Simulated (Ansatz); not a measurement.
**Optical response of CdSe (Cadmoselite)**

What colour and refractive index does CdSe (Cadmoselite) have at this level of theory? The cell comes from an older database entry, whose edges can differ from later determinations, mostly by under a per cent.

Main program and level: Ansatz 0.2.0; DFT, PBE, plane-wave PAW, default files, scalar-relativistic, independent-particle optical response without local fields.

The database entry behind the starting cell differs from later determinations by our own check (inner coordinate of an old entry), so it need not match the best structure at ambient conditions.

### 1. The starting structure

It takes space group P6_3mc (No. 186, hexagonal). Conventional cell: a = 4.300 Å, b = 4.300 Å, c = 7.020 Å, α = 90.00°, β = 90.00°, γ = 120.00°. Nearest to Cd lie 4 Se at 2.61 to 2.70 Å. Nearest to Se lie 4 Cd at 2.61 to 2.70 Å. Farther neighbours and most contacts between anions are not listed.

### 2. Ground state and bands

The self-consistent density comes first; it also tells whether there is a gap, which decides the occupations and the need for a Drude term.

This step: DFT, PBE, plane-wave PAW, default files, scalar-relativistic, ground state (Ansatz 0.2.0).

input.yaml

```yaml
crystal:
  lattice:
    - [4.3, 0.0, 0.0]
    - [-2.15, 3.7239092363, 0.0]
    - [0.0, 0.0, 7.02]
  atoms:
    - { symbol: Cd, position: [0.6666666667, 0.3333333333, 0.5] }
    - { symbol: Cd, position: [0.3333333333, 0.6666666667, 0.0] }
    - { symbol: Se, position: [0.6666666667, 0.3333333333, 0.885] }
    - { symbol: Se, position: [0.3333333333, 0.6666666667, 0.385] }
kpoints:
  mp_grid: { grid: [6, 6, 3] }
  band_path:
    path:
      - [[0.0, 0.0, 0.0], [0.5, 0.0, 0.0], [0.33333333, 0.33333333, 0.0], [0.0, 0.0, 0.0], [0.0, 0.0, 0.5], [0.5, 0.0, 0.5], [0.33333333, 0.33333333, 0.5], [0.0, 0.0, 0.5]]
      - [[0.5, 0.0, 0.5], [0.5, 0.0, 0.0]]
      - [[0.33333333, 0.33333333, 0.0], [0.33333333, 0.33333333, 0.5]]
    npoints: 6
scf:
  occupations: { method: fermi_dirac, width: 0.05 }
  n_extra_bands: 8
hamiltonian:
  xc: pbe
  pseudopotentials: { kind: paw }
output:
  forces: true
  stress: true
  populations: true
  write_bands: true
  write_density: true
  write_potential: true
  elf: true
  volumetric_format: npy
```

Run with:

```console
> ansatz run input.yaml --threads 4 --pin off --max-ram 8192MiB --backend cpu --events-out ev --progress --plain --runs-dir out
```

Numbers of over 12 decimals in the logs are rounded to 6 here.

The log of the run:

```text
scf.n_extra_bands = 8 over 36 filled bands (N_el = 72.0): the run solves 44 bands
Engine: ansatz 0.2.0, x86_64-unknown-linux-gnu
Pseudopotentials: kind: paw
Pseudopotential: Cd, paw, valence charge 20, recommended cutoff 420 eV (normal), Cd.paw.azcp
Pseudopotential: Se, paw, valence charge 16, recommended cutoff 420 eV (normal), Se.paw.azcp
Functional definition: PBE
  parameter kappa = 0.804
  parameter beta = 0.066725
  exchange = pbe_x(kappa = kappa, mu = beta*pi^2/3)
  correlation = pbe_c(beta = beta)
Crystal: 4 atoms, lattice volume = 112.410 Å³
Basis set: ecut = 420 eV, 2189 PW (Γ), exchange–correlation on 60×60×96 points (8 copies of the dense FFT grid, shifted against one another)
Bands: 44, of which v1, the nominal top of the filled ones, is band 36 counted from 1 (35 counted from 0)
Symmetry: 12 space group operations
Space group: P63mc (ITA 186), of the structure as read, at distance tolerance 4.8e-5 Å
k-points: 14 of 108 (time reversal used)
Non-local potential: Cd, projectors of the file, l = 0: 3, l = 1: 2, l = 2: 2, l = 3: 1
Non-local potential: Se, projectors of the file, l = 0: 2, l = 1: 2, l = 2: 3, l = 3: 1
PAW form: soft (Blöchl's): semilocal exchange-correlation on the pseudo side does not see the compensation charge
PAW one-centre angular grid: Cd, 590 points (default); XC on 64 Gauss nodes
PAW one-centre angular grid: Se, 590 points (default); XC on 64 Gauss nodes
Initial density: superposition of atomic densities (neutral atoms: chi_scale 0, normalization atom), corrected by the library's trained network
Initial wavefunctions: pseudopotential atomic-orbital guess
Functional: x = pbe(κ = 0.804, μ = 0.219515), c = pbe(β = 0.066725)
SCF iter   1: F=—  HF=-27449.504161 eV  |F-HF|=—  |Δ(HF+E_count)|=         —  Δρ=8.09e-4  dr2=1.41e-3  ethr=1.77e-3  ⟨swp⟩=6.5  Hψ=2276  notcnv=0  defer=10
preconditioner: auto → Resta (q_TF=auto, 2.533 Å⁻¹)  ε∞=4.0  [insulator: Δε(μ)=0.690 eV  Ē_g=12.153 eV  σ=0.050 eV  W_gap=1.00  n_scr=34 (ndim 8)  ℏωp=21.0 eV  f_vac=0.201  D(μ)=0.00/eV (n_scr^D=0)  ε∞_Penn≈4.0]
SCF iter   2: F=—  HF=-27449.505437 eV  |F-HF|=—  |Δ(HF+E_count)|=   1.28e-3  Δρ=4.75e-4  dr2=4.49e-4  ethr=1.96e-6  ⟨swp⟩=2.1  Hψ=981  notcnv=0  defer=18
SCF iter   3: F=—  HF=-27449.505489 eV  |F-HF|=—  |Δ(HF+E_count)|=   5.24e-5  Δρ=2.26e-4  dr2=3.98e-5  ethr=6.23e-7  ⟨swp⟩=2.0  Hψ=826  notcnv=0  defer=18
SCF iter   4: F=—  HF=-27449.505542 eV  |F-HF|=—  |Δ(HF+E_count)|=   5.23e-5  Δρ=9.53e-5  dr2=1.05e-5  ethr=5.53e-8  ⟨swp⟩=2.1  Hψ=1048  notcnv=0  defer=18
SCF iter   5: F=—  HF=-27449.505554 eV  |F-HF|=—  |Δ(HF+E_count)|=   1.28e-5  Δρ=3.28e-5  dr2=1.84e-6  ethr=1.46e-8  ⟨swp⟩=2.0  Hψ=767  notcnv=0  defer=18
SCF iter   6: F=-27449.505557 eV  HF=-27449.505556 eV  |F-HF|=1.71e-7  |Δ(HF+E_count)|=   2.07e-6  Δρ=8.91e-6  dr2=8.83e-8  ethr=1.39e-10  ⟨swp⟩=10.4  Hψ=4225  notcnv=0
SCF 1 converged in 6 iterations: F = -27449.505557 eV  dr2 = 8.83e-8
  greatest PAW one-centre occupation: 1.000 electrons in one spin orbital (limit 2), on the Cd atom at site 1 (counted from 0), in its partial waves of l = 0
NSCF: frozen V_eff on 57 k-points
SCF converged after 6 iterations
Free energy (F): -27449.505557 eV
Harris-Foulkes:  -27449.505556 eV  (|F-HF|=1.71e-7)
Internal energy: -27449.505533 eV  (E = F + TS)
E sigma→0 (E₀):  -27449.505545 eV
Entropy (-TS):   -0.000024 eV (-0.006 meV/atom)
Fermi energy:    7.858078 eV
--- Per-component energies (eV) ---
  E_band       = -1779.135396
  E_kinetic    = 1248.275667
  E_local      = -12776.582272  (includes V_loc(G=0)·N_el)
  E_nonlocal   = -1124.727572
  E_hartree    = 6078.180307
  E_xc         = -562.484415
  E_vxc        = -640.397654  (∫ρ·V_xc dr)
  E_paw        = -11989.163329  (= ΣΔE_a)
  E_vpaw       = -642.073402  (= ΣTr[D̂ρ^β])
  E_aug_tail   = -0.001150  (compensation charges beyond the density's cutoff)
  E_ewald      = -8323.002769
  E_smearing   = -0.000024  (= −TS)
  E_closure    = 0.000000  (closes the sum)
  Σ components = -27449.505557   (vs F -27449.505557, Δ=0.00e0)
--- Forces (eV/Å), atoms counted from 1 ---
  atom   1  Cd    -0.00000000     0.00000000     0.28207732
  atom   2  Cd     0.00000000    -0.00000000     0.28207732
  atom   3  Se     0.00000000     0.00000000    -0.28208199
  atom   4  Se     0.00000000    -0.00000000    -0.28208199
  max |Σ_I F_I| component: 9.35e-6 eV/Å
--- Stress (GPa, compression-positive) ---
        3.695313       0.000000      -0.000000
        0.000000       3.695313       0.000000
        0.000000      -0.000000       1.668550
  P = ⅓ Tr σ = 3.0197 GPa (30.197 kbar)
--- Band table (eV; the first three rows and the last of 14) ---
  k-point 0: bands = [... 32 lower, 6.7631, 7.4680, 7.4790, 7.4790, 8.1808, 9.6006, 13.3666, 13.3666, ... 4 higher]
  k-point 1: bands = [... 32 lower, 6.9313, 6.9313, 7.2885, 7.2885, 9.5223, 9.7670, 13.0657, 13.5203, ... 4 higher]
  k-point 2: bands = [... 32 lower, 6.0594, 6.4301, 7.2633, 7.2808, 9.4962, 10.5869, 12.7616, 13.6864, ... 4 higher]
  k-point 13: bands = [... 32 lower, 4.6961, 5.3257, 6.2378, 6.2378, 11.5456, 11.5456, 12.6417, 13.7642, ... 4 higher]
--- Löwdin populations: 4 sites ---
  site symbol       q [e]
     0     Cd     18.7651
     1     Cd     18.7651
     2     Se     17.0435
     3     Se     17.0435
  spilling = 0.005316 (of n_electrons = 72.000000)
```

Elapsed: 2.9 s, on 4 threads of Intel Xeon 6975P-C (Granite Rapids), shared host; peak memory 0.57 GiB.

This step gave:

* free energy: -27449.5056 eV
* Fermi energy: 7.858 eV
* gap by band count: 0.7018 eV
* electrons: 72
* symmetry operations: 12
* pressure: 3.020 GPa
* volume: 112.4 Å³
* gap on the path: 0.7018 eV
* least direct gap on the path: 0.7018 eV

There is a gap, 0.70 eV on the path, so no carriers' term is needed. The cell is left with a pressure of 3.0 GPa and forces up to 0.28 eV/Å, as it stands unrelaxed at this level.

The electronic bands at the labelled points (eV, zero at the Fermi level; v1 is the highest filled band, c1 the lowest empty one):

```tsv
point	v4	v3	v2	v1	c1	c2	c3	c4
Γ	-1.09	-0.39	-0.38	-0.38	0.32	1.74	5.51	5.51
halfway	-2.54	-1.72	-0.82	-0.81	2.24	3.07	4.83	5.52
M	-2.94	-2.23	-1.61	-1.21	2.85	2.94	4.43	5.77
halfway	-3.03	-2.52	-1.78	-1.69	3.56	3.88	4.29	5.76
K	-3.44	-2.17	-2.17	-2.16	4.01	4.42	4.42	6.67
halfway	-2.86	-2.07	-1.14	-0.94	2.68	3.70	4.77	5.15
Γ	-1.09	-0.39	-0.38	-0.38	0.32	1.74	5.51	5.51
halfway	-1.00	-1.00	-0.49	-0.49	1.35	1.85	5.32	5.59
A	-0.75	-0.75	-0.75	-0.75	1.96	1.96	5.44	5.44
halfway	-1.72	-1.72	-1.29	-1.29	3.02	3.02	4.59	4.59
L	-1.76	-1.76	-1.67	-1.67	2.61	2.61	4.41	4.41
halfway	-2.40	-2.40	-1.50	-1.50	3.13	3.13	4.87	4.87
H	-2.86	-2.86	-1.43	-1.43	3.42	3.42	5.54	5.54
halfway	-1.75	-1.75	-1.59	-1.59	3.39	3.39	4.59	4.59
A	-0.75	-0.75	-0.75	-0.75	1.96	1.96	5.44	5.44
jump to L	-1.76	-1.76	-1.67	-1.67	2.61	2.61	4.41	4.41
halfway	-2.47	-2.10	-1.44	-1.38	2.46	2.99	4.77	4.82
M	-2.94	-2.23	-1.61	-1.21	2.85	2.94	4.43	5.77
jump to K	-3.44	-2.17	-2.17	-2.16	4.01	4.42	4.42	6.67
halfway	-3.28	-2.38	-1.80	-1.80	3.95	3.95	4.47	6.01
H	-2.86	-2.86	-1.43	-1.43	3.42	3.42	5.54	5.54
```

ELF in the ac plane at fractional y = 0.333, with atoms of Cd and Se within 0.2 Å of it. It is the smooth field of the valence electrons, not physical close to the nuclei.

Ten even steps from '0' (0.02) to '9' (0.87), each cell a mean:
```
21112589877886
31113688524787
41113788413788
41013688756887
31002578989986
10001367888864
00000123444332
00000111122111
11111112444321
12322124676531
24543225798631
46764224787521
57775313555422
57776322333212
56765321121113
45654311111012
23432100000001
11111000000000
01110000111000
11111123454321
11111246777753
21111368888874
```
Atoms in or near the plane, at fractional coordinates: Cd at (0.67, 0.50), Se at (0.67, 0.88).

Electrostatic potential energy in the ac plane at fractional y = 0.333, with atoms of Cd and Se within 0.2 Å of it. With pseudopotentials it is smooth inside the atoms' cores, unlike the true potential.

Ten even steps from '_' (-18 eV) to '@' (12 eV), each cell a mean:
```
%%%%%%%%%%%%##--::--::::**%%
@@%%%%%%%%%%++::==**++::==##
@@@@@@@@@@%%++::++****----##
@@@@@@@@@@%%**::--====::++%%
@@@@@@@@@@@@%%++::::::==##@@
@@@@@@@@@@@@@@%%##****%%@@@@
@@@@@@@@@@@@@@%%%%##%%%%@@@@
@@@@@@@@@@@@%%##**++**##%%@@
@@@@@@@@@@@@##==::....--**%%
@@@@@@@@@@%%++..______..==##
@@@@@@@@@@%%==__________--##
@@@@@@@@@@%%++..________--##
@@%%%%%%%%%%**--..____::++%%
@@%%%%%%@@@@%%**==--==++%%%%
@@@@@@@@@@@@@@%%%%##%%%%@@@@
@@@@@@@@@@@@@@@@@@@@@@@@@@@@
@@@@@@@@@@@@@@@@@@@@@@@@@@@@
@@@@@@@@@@@@@@@@@@@@@@@@@@@@
@@@@@@@@@@@@@@@@@@@@@@@@@@@@
@@@@%%@@@@@@@@@@@@@@@@@@@@@@
@@%%%%%%%%@@@@@@%%%%%%%%@@@@
%%%%%%%%%%@@%%##==--==**%%@@
```
Atoms in or near the plane, at fractional coordinates: Cd at (0.67, 0.50), Se at (0.67, 0.88).

### 3. Spectrum

The spectrum is a sum over vertical transitions between filled and empty bands at the fixed density, so many empty bands are needed.

This step: DFT, PBE, plane-wave PAW, default files, scalar-relativistic, independent-particle optical response without local fields (Ansatz 0.2.0).

input.yaml, the sections that differ from step 2:

```yaml
kpoints:
  mp_grid: { grid: [6, 6, 3] }
scf:
  occupations: { method: fixed }
output:
  optics:
    e_range: [0, 22]
    de: 0.05
    sigma: 0.1
    nscf_kmesh: { grid: [9, 9, 5] }
    bands: { spectra_wanted_up_to: 22 }
# crystal, hamiltonian: as in step 2
```

The log of the run:

```text
[...]
Crystal: 4 atoms, lattice volume = 112.410 Å³
Basis set: ecut = 420 eV, 2189 PW (Γ)
Bands: 44, of which v1, the nominal top of the filled ones, is band 36 counted from 1 (35 counted from 0)
Symmetry: 12 space group operations
[...]
k-points: 14 of 108 (time reversal used)
[...]
SCF iter   1: F=—  HF=-27449.504206 eV  |F-HF|=—  |Δ(HF+E_count)|=         —  Δρ=8.24e-4  dr2=1.49e-3  ethr=1.77e-3  ⟨swp⟩=4.9  Hψ=1879  notcnv=0  defer=82
[...]
SCF iter  10: F=-27449.505568 eV  HF=-27449.505568 eV  |F-HF|=1.09e-11  |Δ(HF+E_count)|=  2.04e-10  Δρ=5.38e-8  dr2=3.77e-12  ethr=1.00e-12  ⟨swp⟩=9.1  Hψ=2515  notcnv=0
SCF 1 converged in 10 iterations: F = -27449.505568 eV  dr2 = 3.77e-12
[...]
NSCF: frozen V_eff on 36 k-points
[...]
output.optics: what the bands over the 96 summed would add to eps1, eps2 and the energy-loss function is held between a lower and an upper bound (6 Lanczos steps). eps1, eps2 and their loss function (loss_summed_bands) are given on every row as the summed bands alone make them. Along an axis, on a row where the two bounds hold the loss function to about 1 % of the greater of itself and 0.5 % of |1/eps|, its cell (loss_completed) is given, with the completed eps1 and eps2 that it is formed of (a cell that is left empty reads nan in the table and null in the record). The two bounds hold it so along every axis on all 441 rows up to 22.000 eV. [rest of the remark cut]
SCF converged after 10 iterations
Free energy (F): -27449.505568 eV
[...]
Internal energy: -27449.505568 eV  (E = F + TS)
E sigma→0 (E₀):  -27449.505568 eV
Fermi energy:    7.478893 eV
[...]
--- Band table (eV; the first three rows and the last of 14) ---
  k-point 0: bands = [... 32 lower, 6.7630, 7.4679, 7.4789, 7.4789, 8.1806, 9.6005, 13.3665, 13.3665, ... 4 higher]
  k-point 1: bands = [... 32 lower, 6.9313, 6.9313, 7.2884, 7.2884, 9.5222, 9.7669, 13.0655, 13.5203, ... 4 higher]
  k-point 2: bands = [... 32 lower, 6.0593, 6.4300, 7.2632, 7.2807, 9.4961, 10.5868, 12.7613, 13.6863, ... 4 higher]
  k-point 13: bands = [... 32 lower, 4.6960, 5.3256, 6.2376, 6.2376, 11.5455, 11.5455, 12.6412, 13.7641, ... 4 higher]
```

Elapsed: 78 s, on 4 threads; peak memory 1.7 GiB.

Numbers from this step:

| Quantity | Value |
| --- | --- |
| electronic dielectric constant ε∞, mean over x, y and z (by symmetry where fewer were run) | 7.847 |
| absorption onset, first axis (α over 10⁴ cm⁻¹, or the direct gap if that lies higher) | 0.7703 eV |
| main peak of Im epsilon, first axis | 6.228 eV |
| centre of weight of the strongest loss peak in the window | 14.82 eV |
| photocurrent from vertical transitions in a film 500 nm thick on a perfect mirror (two passes), AM1.5G, no front reflection, all carriers collected | 56.26 mA/cm² |
| least direct gap on the mesh | 0.7017 eV |
| bands summed | 96 |
| spectra valid up to | 33.46 eV |
| program's estimate of the k-sum error in Im epsilon | 0.05 % |
| electrons in the f-sum | 31.55 |

Im ε against photon energy; read off at these points:

```tsv
photon energy (eV)	E ∥ x or y	E ∥ z
0.50	0.00107	7.8e-4
1.00	1.44	1.51
1.50	1.77	1.90
2.00	1.94	2.10
2.50	2.29	2.38
3.00	4.81	2.92
3.50	4.96	4.55
3.90	8.30	11.1
4.00	8.24	10.9
4.40	8.58	9.86
4.50	8.27	9.61
5.00	8.39	5.60
5.10	9.27	4.52
5.50	4.47	2.83
6.00	8.66	8.26
6.20	11.0	13.4
6.25	11.0	12.9
6.50	6.83	7.25
7.00	6.89	5.31
7.50	6.50	7.01
8.00	3.14	3.12
8.50	2.88	3.00
9.00	2.36	2.35
9.50	1.75	2.18
10.00	1.34	1.55
10.50	1.47	1.10
11.00	1.48	1.34
11.50	1.08	1.08
12.00	0.741	0.830
12.50	0.814	0.777
13.00	0.932	0.881
13.50	0.691	0.714
14.00	0.921	1.15
14.50	0.680	0.687
15.00	0.734	0.636
15.50	0.637	0.719
16.00	0.515	0.533
16.50	0.440	0.397
17.00	0.558	0.531
17.50	0.528	0.477
18.00	0.399	0.361
18.50	0.395	0.415
19.00	0.476	0.455
19.50	0.468	0.490
20.00	0.462	0.541
20.50	0.472	0.520
21.00	0.436	0.503
21.50	0.435	0.457
22.00	0.391	0.443
```

The Re ε by photon energy:

```tsv
photon energy (eV)	E ∥ x or y	E ∥ z
0	7.86	7.83
1	8.47	8.49
2	8.02	7.83
3	8.66	8.80
4	6.70	6.94
5	4.04	-0.398
6	4.54	6.92
7	-0.879	-0.859
8	-3.03	-2.83
9	-1.62	-1.30
10	-0.729	-1.01
11	-0.618	-0.329
12	-0.263	-0.182
13	0.0182	0.0310
14	0.135	0.217
15	0.305	0.345
16	0.288	0.246
17	0.547	0.575
18	0.491	0.566
19	0.691	0.740
20	0.714	0.753
21	0.643	0.633
22	0.664	0.622
```

Values under 1 per cm are given as 1. The absorption coefficient by photon energy:

```tsv
photon energy (eV)	E ∥ x or y (1/cm)	E ∥ z (1/cm)
0.000	1	1
0.500	9.47	6.89
1.000	25019	26130
1.500	47244	50863
2.000	68922	75539
2.500	97880	1.1e5
3.000	2.4e5	1.5e5
3.500	2.9e5	2.4e5
4.000	5.7e5	7.0e5
4.500	7.1e5	8.6e5
5.000	8.2e5	8.8e5
5.500	6.2e5	3.7e5
6.000	9.8e5	8.4e5
6.500	1.3e6	1.5e6
7.000	1.4e6	1.3e6
7.500	1.6e6	1.5e6
8.000	1.6e6	1.5e6
8.500	1.4e6	1.3e6
9.000	1.4e6	1.3e6
9.500	1.3e6	1.4e6
10.000	1.1e6	1.2e6
10.500	1.1e6	1.0e6
11.000	1.2e6	1.0e6
11.500	1.1e6	1.1e6
12.000	8.8e5	8.7e5
12.500	7.6e5	7.2e5
13.000	8.9e5	8.6e5
13.500	6.6e5	6.5e5
14.000	9.0e5	9.8e5
14.500	7.6e5	7.9e5
15.000	7.5e5	6.6e5
15.500	7.4e5	7.9e5
16.000	6.3e5	6.7e5
16.500	5.3e5	4.9e5
17.000	5.9e5	5.6e5
17.500	6.3e5	5.7e5
18.000	4.9e5	4.2e5
18.500	4.5e5	4.5e5
19.000	5.2e5	4.9e5
19.500	5.5e5	5.5e5
20.000	5.3e5	6.0e5
20.500	5.8e5	6.3e5
21.000	5.5e5	6.3e5
21.500	5.5e5	5.9e5
22.000	5.1e5	5.9e5
```

The loss function −Im 1/ε at q → 0 has structure finer than the step of the table below, so its rows give means over 0.5 eV, whole bins alone (the curve runs from 0 to 22 eV). Peaks (eV: height): E ∥ x or y 12.30: 1.44, 13.35: 1.42, 14.50: 1.39, 15.90: 1.50, 17.55: 1.17; E ∥ z 12.35: 1.38, 13.35: 1.32, 14.50: 1.41, 15.95: 1.55, 17.45: 1.14.

Table of loss function −Im 1/ε at q → 0 by energy loss; means over each step:

```tsv
energy loss (eV)	E ∥ x or y	E ∥ z
0.5	0.00116	0.00107
1.0	0.0185	0.0191
1.5	0.0263	0.0284
2.0	0.0284	0.0320
2.5	0.0287	0.0335
3.0	0.0454	0.0340
3.5	0.0509	0.0348
4.0	0.0697	0.0632
4.5	0.0904	0.0945
5.0	0.102	0.179
5.5	0.149	0.137
6.0	0.0895	0.0749
6.5	0.127	0.121
7.0	0.141	0.178
7.5	0.138	0.150
8.0	0.172	0.185
8.5	0.259	0.276
9.0	0.291	0.326
9.5	0.363	0.349
10.0	0.550	0.444
10.5	0.612	0.674
11.0	0.588	0.702
11.5	0.702	0.781
12.0	1.19	1.15
12.5	1.24	1.22
13.0	1.15	1.13
13.5	1.22	1.14
14.0	1.06	0.897
14.5	1.33	1.33
15.0	1.19	1.22
15.5	1.37	1.24
16.0	1.44	1.50
16.5	1.19	1.29
17.0	0.931	0.898
17.5	1.13	1.10
18.0	0.985	0.813
18.5	0.730	0.649
19.0	0.695	0.614
19.5	0.756	0.646
20.0	0.664	0.646
20.5	0.747	0.751
21.0	0.715	0.749
21.5	0.683	0.734
```

The reflectivity at normal incidence has structure finer than the step of the table below, so its rows give means over 0.5 eV, whole bins alone (the curve runs from 0 to 22 eV). Peaks (eV: height): E ∥ x or y 5.20: 37.7, 6.35: 44.4, 7.90: 54.8, 11.60: 35.4; E ∥ z 4.85: 39.2, 6.40: 48.4, 7.90: 53.4, 9.70: 40.5, 14.25: 17.2.

The reflectivity at normal incidence by photon energy; means over each step:

```tsv
photon energy (eV)	E ∥ x or y (%)	E ∥ z (%)
0.5	23.5	23.5
1.0	24.3	24.4
1.5	23.5	23.5
2.0	23.8	23.5
2.5	25.5	24.3
3.0	28.2	26.3
3.5	28.8	31.2
4.0	32.3	37.4
4.5	32.1	37.0
5.0	34.0	32.4
5.5	25.8	19.2
6.0	34.0	35.2
6.5	39.6	44.3
7.0	39.0	36.1
7.5	44.4	39.7
8.0	51.6	49.7
8.5	41.7	38.8
9.0	42.1	38.0
9.5	41.9	38.1
10.0	34.0	38.5
10.5	26.9	32.1
11.0	29.6	25.2
11.5	33.9	29.4
12.0	27.3	23.7
12.5	15.4	14.3
13.0	16.3	15.3
13.5	11.1	9.74
14.0	13.3	12.9
14.5	12.5	14.2
15.0	9.84	9.19
15.5	11.0	10.5
16.0	9.00	10.3
16.5	5.93	6.48
17.0	4.54	4.11
17.5	5.96	5.34
18.0	4.24	3.11
18.5	2.63	2.19
19.0	2.61	2.12
19.5	2.94	2.41
20.0	2.42	2.61
20.5	2.93	3.19
21.0	2.60	3.01
21.5	2.40	2.78
```

Optical constants at common wavelengths, from n + ik = √ε:

```tsv
wavelength (nm)	n xy	k xy	R (%) xy	1/α xy	n z	k z	R (%) z	1/α z
1550	2.98	0.154	24.9	801 nm	2.99	0.153	25.0	807 nm
800	2.84	0.314	23.5	203 nm	2.83	0.339	23.4	188 nm
633	2.85	0.338	23.7	149 nm	2.82	0.369	23.4	136 nm
450	3.14	0.485	27.7	74 nm	2.93	0.445	25.0	81 nm
405	3.01	0.792	27.9	41 nm	3.03	0.500	26.5	65 nm
365	3.00	0.796	27.8	36 nm	3.23	0.617	29.3	47 nm
193	1.83	2.203	43.1	7.0 nm	1.79	2.440	47.8	6.3 nm
```

Rows near the edge hang on the gap, which this functional as a rule makes too small, and phonon-assisted absorption is left out.

In reflection the computed colour is grey: x = 0.304, y = 0.317, luminous reflectivity 24 %.

The first strong peak, at 3.94 eV, fits the highest filled and the lowest empty band, which run nearly parallel at that distance over 67 % of L–M; the match rests on energies alone.

The f-sum over the summed bands holds 31.6 of the cell's 72 electrons outside the frozen cores, 40 of which lie in bands more than 12 eV below the Fermi level, whose transitions come at higher energies. Up to 22 eV the strength has a mean oscillator energy of 5.9 eV, close to the main peak.

(Part 1 of 2 ends here.)

[Logs are printed without paths, hosts, clocks, repeated set-up lines and the standing remarks that a program may print on its own settings, such as how far it seeks lower states.]

[Hosts, paths, dates, database ids (printed as entryN), source tags and the programs' standing remarks are cut or masked in the printed files.]
